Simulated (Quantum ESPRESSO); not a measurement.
# TaPb (Pm-3m): phonons by linear response, part 2 of 3

How does TaPb (Pm-3m) vibrate, and is this structure a minimum?

Quantum ESPRESSO 7.5; DFT LDA, scalar-relativistic, plane waves, PseudoDojo norm-conserving pseudopotentials.

So far. Step 2 (A probe with smearing): No gap opens on this mesh, so smearing is kept; the start stands at -16 GPa. Step 4 (Ground state): The cell stands at -0.005 GPa, close enough for phonons. The relaxed cell has a = 3.415 Å (conventional setting).

The structure was built from a prototype and need not be the compound's stable phase.

**5. Phonons on a q mesh**

Linear response treats each wavevector in the unit cell, with no supercell; the 2×2×2 mesh fixes the range of the force constants to be had.

The input, ph.in:

```
phonons
&INPUTPH
  prefix       = 'x'
  outdir       = './tmp'
  fildyn       = 'x.dyn'
  tr2_ph       = 1.0d-18
  alpha_mix(1) = 0.4
  nmix_ph      = 8
  ldisp        = .true.
  nq1          = 2
  nq2          = 2
  nq3          = 2
/
```

The run is started by

```
$ OMP_NUM_THREADS=1 mpirun -n 4 ph.x -nk 4 -in ph.in > ph.out
```

The log of the run:

```text
[banners, grids, parts of the stress and lines that vanish by symmetry left out]
[banner, memory and clock lines left out]
Program PHONON v.7.5

     ./tmp/x.save/

     IMPORTANT: XC functional enforced from input :
     Exchange-correlation= PW
                           (   1   4   0   0   0   0   0)
     Any further DFT definition will be discarded
     Please, verify this is what you really want

     G-vector sticks info

     Reading collected, re-writing distributed wavefunctions in ./tmp/

     Dynamical matrices for ( 2, 2, 2)  uniform grid of q-points
     (   4 q-points):
       N         xq(1)         xq(2)         xq(3)
       1   0.000000000   0.000000000   0.000000000
       2   0.000000000   0.000000000  -0.500000000
       3   0.000000000  -0.500000000  -0.500000000
       4  -0.500000000  -0.500000000  -0.500000000

     Number and degeneracy of irreps per q-point
       N         xq(1)         xq(2)         xq(3)   N irreps
       1   0.000000000   0.000000000   0.000000000       2
        3   3
       2   0.000000000   0.000000000  -0.500000000       4
        1   2   1   2
       3   0.000000000  -0.500000000  -0.500000000       4
        1   1   2   2
       4  -0.500000000  -0.500000000  -0.500000000       2
        3   3

     Calculation of q =    0.0000000   0.0000000   0.0000000

     phonons

     bravais-lattice index     =            0
     lattice parameter (alat)  =       6.4525  a.u.
     unit-cell volume          =     268.6485 (a.u.)^3
     number of atoms/cell      =            2
     number of atomic types    =            2
     kinetic-energy cut-off    =      58.0000  Ry
     charge density cut-off    =     232.0000  Ry
     convergence threshold     =      1.0E-18
     beta                      =       0.4000
     number of iterations used =            8
     Exchange-correlation= PW
                           (   1   4   0   0   0   0   0)

     celldm(1)=    6.45250  celldm(2)=    0.00000  celldm(3)=    0.00000
     celldm(4)=    0.00000  celldm(5)=    0.00000  celldm(6)=    0.00000

     crystal axes: (cart. coord. in units of alat)
               a(1) = (  1.0000  0.0000  0.0000 )
               a(2) = (  0.0000  1.0000  0.0000 )
               a(3) = (  0.0000  0.0000  1.0000 )

     reciprocal axes: (cart. coord. in units 2 pi/alat)
               b(1) = (  1.0000  0.0000  0.0000 )
               b(2) = (  0.0000  1.0000  0.0000 )
               b(3) = (  0.0000  0.0000  1.0000 )

     Atoms inside the unit cell:

     Cartesian axes

     site n.  atom      mass           positions (alat units)
        1  Pb    207.2000   tau(    1) = (    0.00000    0.00000    0.00000  )
        2  Ta    180.9479   tau(    2) = (    0.50000    0.50000    0.50000  )

     Computing dynamical matrix for
                    q = (   0.0000000   0.0000000   0.0000000 )

     49 Sym.Ops. (with q -> -q+G )

     G cutoff =  244.6722  (  15967 G-vectors)     FFT grid: ( 32, 32, 32)

     number of k points=    35  Marzari-Vanderbilt smearing, width (Ry)=  0.0200

     PseudoPot. # 1 for Pb read from file:
     ./pseudo/Pb.upf
     Pseudo is Norm-conserving + core correction, Zval = 14.0
     Using radial grid of 1638 points,  6 beta functions with:
                l(1) =   0
                l(2) =   0
                l(3) =   1
                l(4) =   1
                l(5) =   2
                l(6) =   2

     PseudoPot. # 2 for Ta read from file:
     ./pseudo/Ta.upf
     Pseudo is Norm-conserving + core correction, Zval = 13.0
     Using radial grid of 1432 points,  8 beta functions with:
                l(1) =   0
                l(2) =   0
                l(3) =   1
                l(4) =   1
                l(5) =   2
                l(6) =   2
                l(7) =   3
                l(8) =   3

     Mode symmetry, O_h (m-3m)  point group:

     Atomic displacements:
     There are    2 irreducible representations

     Representation     1      3 modes -  To be done

     Representation     2      3 modes -  To be done

     Alpha used in Ewald sum =   2.2000

     Representation #   1 modes #   1   2   3

     Self-consistent Calculation
      iter #   1   av.it.:   7.5
      thresh= 1.000E-02 alpha_mix =  0.400 |ddv_scf|^2 =  4.174E-06
      iter #   2   av.it.:  11.7
      thresh= 2.043E-04 alpha_mix =  0.400 |ddv_scf|^2 =  1.341E-07
      iter #   3   av.it.:  11.9
      thresh= 3.663E-05 alpha_mix =  0.400 |ddv_scf|^2 =  5.545E-09
      iter #   4   av.it.:  12.4
      thresh= 7.446E-06 alpha_mix =  0.400 |ddv_scf|^2 =  3.648E-10
      iter #   5   av.it.:  12.8
      thresh= 1.910E-06 alpha_mix =  0.400 |ddv_scf|^2 =  9.311E-13
      iter #   6   av.it.:  12.2
      thresh= 9.649E-08 alpha_mix =  0.400 |ddv_scf|^2 =  1.467E-13
      iter #   7   av.it.:  12.6
      thresh= 3.831E-08 alpha_mix =  0.400 |ddv_scf|^2 =  8.624E-16
      iter #   8   av.it.:  12.9
      thresh= 2.937E-09 alpha_mix =  0.400 |ddv_scf|^2 =  1.983E-17
      iter #   9   av.it.:  12.0
      thresh= 4.453E-10 alpha_mix =  0.400 |ddv_scf|^2 =  2.367E-18
      iter #  10   av.it.:  12.8
      thresh= 1.539E-10 alpha_mix =  0.400 |ddv_scf|^2 =  1.296E-20

     End of self-consistent calculation

     Convergence has been achieved

     Representation #   2 modes #   4   5   6

     Self-consistent Calculation
      iter #   1   av.it.:   7.7
      thresh= 1.000E-02 alpha_mix =  0.400 |ddv_scf|^2 =  5.970E-06
      iter #   2   av.it.:  11.8
      thresh= 2.443E-04 alpha_mix =  0.400 |ddv_scf|^2 =  4.213E-08
      iter #   3   av.it.:  12.2
      thresh= 2.053E-05 alpha_mix =  0.400 |ddv_scf|^2 =  5.788E-09
      iter #   4   av.it.:  12.4
      thresh= 7.608E-06 alpha_mix =  0.400 |ddv_scf|^2 =  2.305E-10
[...]
End of self-consistent calculation

     Convergence has been achieved

     Number of q in the star =    1
     List of q in the star:
          1   0.000000000   0.000000000   0.000000000

     Diagonalizing the dynamical matrix

     q = (    0.000000000   0.000000000   0.000000000 )

 **************************************************************************
     freq (    1) =      -0.019739 [THz] =      -0.658432 [cm-1]
     freq (    2) =      -0.019739 [THz] =      -0.658432 [cm-1]
     freq (    3) =      -0.019739 [THz] =      -0.658432 [cm-1]
     freq (    4) =       4.395287 [THz] =     146.610984 [cm-1]
     freq (    5) =       4.395287 [THz] =     146.610984 [cm-1]
     freq (    6) =       4.395287 [THz] =     146.610984 [cm-1]
 **************************************************************************

     Mode symmetry, O_h (m-3m)  point group:

     freq (   1-   3) =         -0.7  [cm-1]   --> T_1u G_15  G_4- I
     freq (   4-   6) =        146.6  [cm-1]   --> T_1u G_15  G_4- I

     Calculation of q =    0.0000000   0.0000000  -0.5000000
     [... set-up and bands at k+q left out ...]

     Mode symmetry, D_4h(4/mmm) point group:

     Atomic displacements:
     There are    4 irreducible representations

     Representation     1      1 modes -  To be done

     Representation     2      2 modes -  To be done

     Representation     3      1 modes -  To be done

     Representation     4      2 modes -  To be done

     Message from routine init_vloc:
     Interpolation table for Vloc re-allocated

     Alpha used in Ewald sum =   2.2000

     Representation #   1 mode #   1

     Self-consistent Calculation

[...]
End of self-consistent calculation

     Convergence has been achieved

     Representation #   2 modes #   2   3

     Self-consistent Calculation

[...]
End of self-consistent calculation

     Convergence has been achieved

     Representation #   3 mode #   4

     Self-consistent Calculation

[...]
End of self-consistent calculation

     Convergence has been achieved

     Representation #   4 modes #   5   6

     Self-consistent Calculation

[...]
End of self-consistent calculation

     Convergence has been achieved

     Number of q in the star =    3
     List of q in the star:
          1   0.000000000   0.000000000  -0.500000000
          2   0.000000000  -0.500000000   0.000000000
          3  -0.500000000   0.000000000   0.000000000

     Diagonalizing the dynamical matrix

     q = (    0.000000000   0.000000000  -0.500000000 )

 **************************************************************************
     freq (    1) =      -0.299989 [THz] =     -10.006544 [cm-1]
     freq (    2) =       2.007926 [THz] =      66.977194 [cm-1]
     freq (    3) =       2.007926 [THz] =      66.977194 [cm-1]
     freq (    4) =       2.954040 [THz] =      98.536179 [cm-1]
     freq (    5) =       2.954040 [THz] =      98.536179 [cm-1]
     freq (    6) =       3.809762 [THz] =     127.079971 [cm-1]
 **************************************************************************

     Mode symmetry, D_4h(4/mmm) point group:

     freq (   1-   1) =        -10.0  [cm-1]   --> A_1g X_1  M_1
     freq (   2-   3) =         67.0  [cm-1]   --> E_g  X_5  M_5
     freq (   4-   5) =         98.5  [cm-1]   --> E_u  X_5' M_5'
     freq (   6-   6) =        127.1  [cm-1]   --> A_2u X_4' M_4'

     Calculation of q =    0.0000000  -0.5000000  -0.5000000
     [... set-up and bands at k+q left out ...]

     Mode symmetry, D_4h(4/mmm) point group:

     Atomic displacements:
     There are    4 irreducible representations

     Representation     1      1 modes -  To be done

     Representation     2      1 modes -  To be done

     Representation     3      2 modes -  To be done

     Representation     4      2 modes -  To be done

     Alpha used in Ewald sum =   2.2000

     Representation #   1 mode #   1

     Self-consistent Calculation

[...]
End of self-consistent calculation

     Convergence has been achieved

     Representation #   2 mode #   2

     Self-consistent Calculation

[...]
End of self-consistent calculation

     Convergence has been achieved

     Representation #   3 modes #   3   4

     Self-consistent Calculation

[...]
End of self-consistent calculation

     Convergence has been achieved

     Representation #   4 modes #   5   6

     Self-consistent Calculation

[...]
End of self-consistent calculation

     Convergence has been achieved

     Number of q in the star =    3
     List of q in the star:
          1   0.000000000  -0.500000000  -0.500000000
          2  -0.500000000  -0.500000000   0.000000000
          3  -0.500000000   0.000000000  -0.500000000

     Diagonalizing the dynamical matrix

     q = (    0.000000000  -0.500000000  -0.500000000 )

 **************************************************************************
     freq (    1) =      -1.167621 [THz] =     -38.947638 [cm-1]
     freq (    2) =      -1.167621 [THz] =     -38.947638 [cm-1]
     freq (    3) =       2.593376 [THz] =      86.505698 [cm-1]
     freq (    4) =       3.258987 [THz] =     108.708118 [cm-1]
     freq (    5) =       4.331437 [THz] =     144.481187 [cm-1]
     freq (    6) =       4.331437 [THz] =     144.481187 [cm-1]
 **************************************************************************

     Mode symmetry, D_4h(4/mmm) point group:

     freq (   1-   2) =        -38.9  [cm-1]   --> E_u  X_5' M_5'
     freq (   3-   3) =         86.5  [cm-1]   --> A_2u X_4' M_4'
     freq (   4-   4) =        108.7  [cm-1]   --> B_1u X_2' M_2'
     freq (   5-   6) =        144.5  [cm-1]   --> E_u  X_5' M_5'

     Calculation of q =   -0.5000000  -0.5000000  -0.5000000
     [... set-up and bands at k+q left out ...]

     Mode symmetry, O_h (m-3m)  point group:

     Atomic displacements:
     There are    2 irreducible representations

     Representation     1      3 modes -  To be done

     Representation     2      3 modes -  To be done

     Alpha used in Ewald sum =   2.2000

     Representation #   1 modes #   1   2   3

     Self-consistent Calculation

[...]
End of self-consistent calculation

     Convergence has been achieved

     Representation #   2 modes #   4   5   6

     Self-consistent Calculation

[...]
iter #   4   av.it.:  12.4
      thresh= 8.208E-06 alpha_mix =  0.400 |ddv_scf|^2 =  3.321E-10

      iter #   5   av.it.:  11.9
      thresh= 1.822E-06 alpha_mix =  0.400 |ddv_scf|^2 =  6.496E-12

      iter #   6   av.it.:  11.7
      thresh= 2.549E-07 alpha_mix =  0.400 |ddv_scf|^2 =  1.074E-12

      iter #   7   av.it.:  12.4
      thresh= 1.036E-07 alpha_mix =  0.400 |ddv_scf|^2 =  1.034E-14

      iter #   8   av.it.:  12.8
      thresh= 1.017E-08 alpha_mix =  0.400 |ddv_scf|^2 =  4.186E-17

      iter #   9   av.it.:  11.9
      thresh= 6.470E-10 alpha_mix =  0.400 |ddv_scf|^2 =  9.518E-18

      iter #  10   av.it.:  12.7
      thresh= 3.085E-10 alpha_mix =  0.400 |ddv_scf|^2 =  4.887E-20

     End of self-consistent calculation

     Convergence has been achieved

     Number of q in the star =    1
     List of q in the star:
          1  -0.500000000  -0.500000000  -0.500000000

     Diagonalizing the dynamical matrix

     q = (   -0.500000000  -0.500000000  -0.500000000 )

 **************************************************************************
     freq (    1) =      -0.964137 [THz] =     -32.160162 [cm-1]
     freq (    2) =      -0.964137 [THz] =     -32.160162 [cm-1]
     freq (    3) =      -0.964137 [THz] =     -32.160162 [cm-1]
     freq (    4) =       3.729358 [THz] =     124.398003 [cm-1]
     freq (    5) =       3.729358 [THz] =     124.398003 [cm-1]
     freq (    6) =       3.729358 [THz] =     124.398003 [cm-1]
 **************************************************************************

     Mode symmetry, O_h (m-3m)  point group:

     freq (   1-   3) =        -32.2  [cm-1]   --> T_2g G_25' G_5+
     freq (   4-   6) =        124.4  [cm-1]   --> T_1u G_15  G_4-


[key lines of the parts left out:]
the Fermi energy is    17.4989 ev
```

Run time: 6 min. Hardware: 4 MPI ranks of Arm Neoverse V1, shared host.

This step gave:

| Item | Value |
| --- | --- |
| largest acoustic frequency at the zone centre before the sum rule | -0.66 cm⁻¹ |
| highest optical zone-centre mode (no LO-TO term) | 146.6 cm⁻¹ |
| lowest optical zone-centre mode | 146.6 cm⁻¹ |
| lowest mode on the q mesh (acoustic ones at the zone centre apart) | -38.95 cm⁻¹ |

Frequencies (cm⁻¹) at each irreducible wavevector; negative means imaginary. Frequencies by wavevector:

```tsv
q (fractions)	star	mode 1	mode 2	mode 3	mode 4	mode 5	mode 6
0 0 0	1	-0.66	-0.66	-0.66	146.6	146.6	146.6
0 0 -0.5	3	-10.01	66.98	66.98	98.54	98.54	127.1
0 -0.5 -0.5	3	-38.95	-38.95	86.51	108.7	144.5	144.5
-0.5 -0.5 -0.5	1	-32.16	-32.16	-32.16	124.4	124.4	124.4
```

The acoustic modes at Γ come out as far as 0.7 cm⁻¹ from zero, where they should vanish, a small numerical error.

**6. Force constants in real space**

The dynamical matrices of the mesh are Fourier-transformed to force constants in real space.

The input, q2r.in:

```
&INPUT
  fildyn = 'x.dyn'
  zasr   = 'simple'
  flfrc  = 'x.fc'
/
```

The run is started by

```
$ q2r.x < q2r.in > q2r.out
```

The log of the run:

```text
[banners, grids, parts of the stress and lines that vanish by symmetry left out]
[banner, memory and clock lines left out]
Program Q2R v.7.5

  reading grid info from file x.dyn0

  reading force constants from file x.dyn1
  Dielectric Tensor not found
  nqs=            1
 q=   0.00000000  0.00000000  0.00000000
  reading force constants from file x.dyn2
  nqs=            3
 q=   0.00000000  0.00000000 -0.50000000
[...]
reading force constants from file x.dyn3
  nqs=            3
[...]
q=  -0.50000000  0.00000000 -0.50000000
  reading force constants from file x.dyn4
  nqs=            1
 q=  -0.50000000 -0.50000000 -0.50000000

      q-space grid ok, #points =    8

      fft-check success (sum of imaginary terms < 10^-12)
```

Run time: 0.45 s. Hardware: 1 thread.

**7. Interpolated phonon bands**

From the force constants any wavevector is cheap; points of the mesh come back as solved, but for the sum rule and, in polar crystals, the LO-TO term at Γ; the rest is interpolation.

The input, matdyn.in:

```
&INPUT
  asr              = 'simple'
  flfrc            = 'x.fc'
  flfrq            = 'x.freq'
  flvec            = 'x.modes'
  q_in_band_form   = .true.
  q_in_cryst_coord = .true.
/
8
  0.0000000   0.0000000   0.0000000  12  ! GAMMA
  0.0000000   0.5000000   0.0000000  12  ! X
  0.5000000   0.5000000   0.0000000  12  ! M
  0.0000000   0.0000000   0.0000000  12  ! GAMMA
  0.5000000   0.5000000   0.5000000  12  ! R
  0.0000000   0.5000000   0.0000000   1  ! X
  0.5000000   0.5000000   0.5000000  12  ! R
  0.5000000   0.5000000   0.0000000   1  ! M
```

The run is started by

```
$ matdyn.x -in matdyn.in > matdyn.out
```

The log of the run:

```text
[banner, memory and clock lines left out]
Program MATDYN v.7.5

 mass for atomic type   1 not given; uses mass from file x.fc
 mass for atomic type   2 not given; uses mass from file x.fc
     Message from routine matdyn:
     Z* not found in file x.fc, TO-LO splitting at q=0 will be absent!
     Message from routine matdyn:
     Z* not found in file x.fc, TO-LO splitting at q=0 will be absent!

Note: The following floating-point exceptions are signalling: IEEE_UNDERFLOW_FLAG
```

It took 0.46 s on 1 thread.

Read from the output:

```
lowest frequency on the path : -46.99 cm⁻¹
```

Matdyn.x, sum rule simple. Phonon branches along the path, in cm⁻¹:

```tsv
point	branch 1	branch 2	branch 3	branch 4	branch 5	branch 6
Γ	0	0	0	147	147	147
halfway	31	36	36	129	129	134
X	-10	67	67	98	98	127
halfway	-37	33	90	93	126	138
M	-39	-39	86	109	144	144
halfway	-45	57	70	114	118	141
Γ	0	0	0	147	147	147
halfway	23	23	62	116	130	130
R	-32	-32	-32	124	124	124
halfway	-41	39	69	110	124	138
X	-10	67	67	98	98	127
jump to R	-32	-32	-32	124	124	124
halfway	-36	-36	73	107	135	135
M	-39	-39	86	109	144	144
```

The phonon branches as a text plot (rows in cm⁻¹):

```
    143 |***        ******************                        ***
    134 |  ***    ****    *   **    * **          *****     **
    126 |   ******         * **      *  *************  *****
    118 |          *        **          *       ***  **    *
    110 |     *   *   ***  **         **           ***      **  *
    102 |      ***   *   **                           ****     *
     94 |        ****                                         *
     86 |          * ******                                    **
     78 |         *        *          **
     70 |       **          **                      ******   *
     62 |      * *          * *      *  *          *   **   *
     54 |     *   *                               *   *
     46 |    *     *       * * *         *           *
     38 |   *                 *     *            *  *
     30 |  ***                 **        **        *       *
     22 |  *  *     *     *        *    * **      *
     14 | *                     **     *        *
      5 |*                       *
     -3 |      *                  **
    -11 |       *                *  ***     **   *       *
    -19 |        *   *          *          *            *
    -27 |         *      *     *            *** *      *  *
    -35 |          ** ***     *               *****   *   *******
    -43 |            *********                     ***
         Γ      X      M          Γ            R        X|R     M
```

Lowest modes at the softest wavevector of the mesh; phase exp(i q.(R + tau)). Modes at q = (0.500, 0.000, 0.500), with each element's share of the kinetic energy (negative means imaginary):

```tsv
mode	frequency (cm⁻¹)	Pb %	Ta %
1	-38.9	24	76
2	-38.9	24	76
3	86.5	100	0
4	108.7	0	100
5	144.5	76	24
6	144.5	76	24
```

Displacements in mode 2 (-38.9 cm⁻¹), the largest set to 1, in the home cell:
```
Pb1 -0.52  0.00  0.00
Ta2  0.00  0.00 -1.00
```

Displacements in mode 3 (86.5 cm⁻¹), the largest set to 1, in the home cell:
```
Pb1 0.00 1.00 0.00
Ta2 0.00 0.00 0.00
```

Force constants by pair (phonopy on the run's constants); pairs near half the supercell's span include their periodic images. Pair force constants, by row:

```tsv
atom	neighbour	distance (Å)	third of the trace (eV/Å²)	along the pair's line (eV/Å²)
Pb1	itself	0	9.484	–
Pb1	Ta	2.957	-0.9544	-2.655
Pb1	Pb	3.415	-0.6129	-2.45
Pb1	Pb	4.829	0.0764	0.1774
Pb1	Pb	5.914	-0.2393	-0.2393
Ta2	itself	0	3.229	–
Ta2	Pb	2.957	-0.9544	-2.655
Ta2	Ta	3.415	0.7456	2.138
Ta2	Ta	4.829	0.0816	-0.1062
Ta2	Ta	5.914	1.925	1.925
```

Mode patterns, pair constants, displacements and means over the zone were worked out by phonopy from the force constants of q2r.x.

The path dips to 47i cm⁻¹.

(Continued in part 3 of 3.)

[Host names and launcher messages were left out of these logs when they were recorded.]

[Logs are printed without paths, hosts, clocks, repeated set-up lines and the standing remarks that a program may print on its own settings, such as how far it seeks lower states.]

[Hosts, paths, dates, database ids (printed as entryN), source tags and the programs' standing remarks are cut or masked in the printed files.]
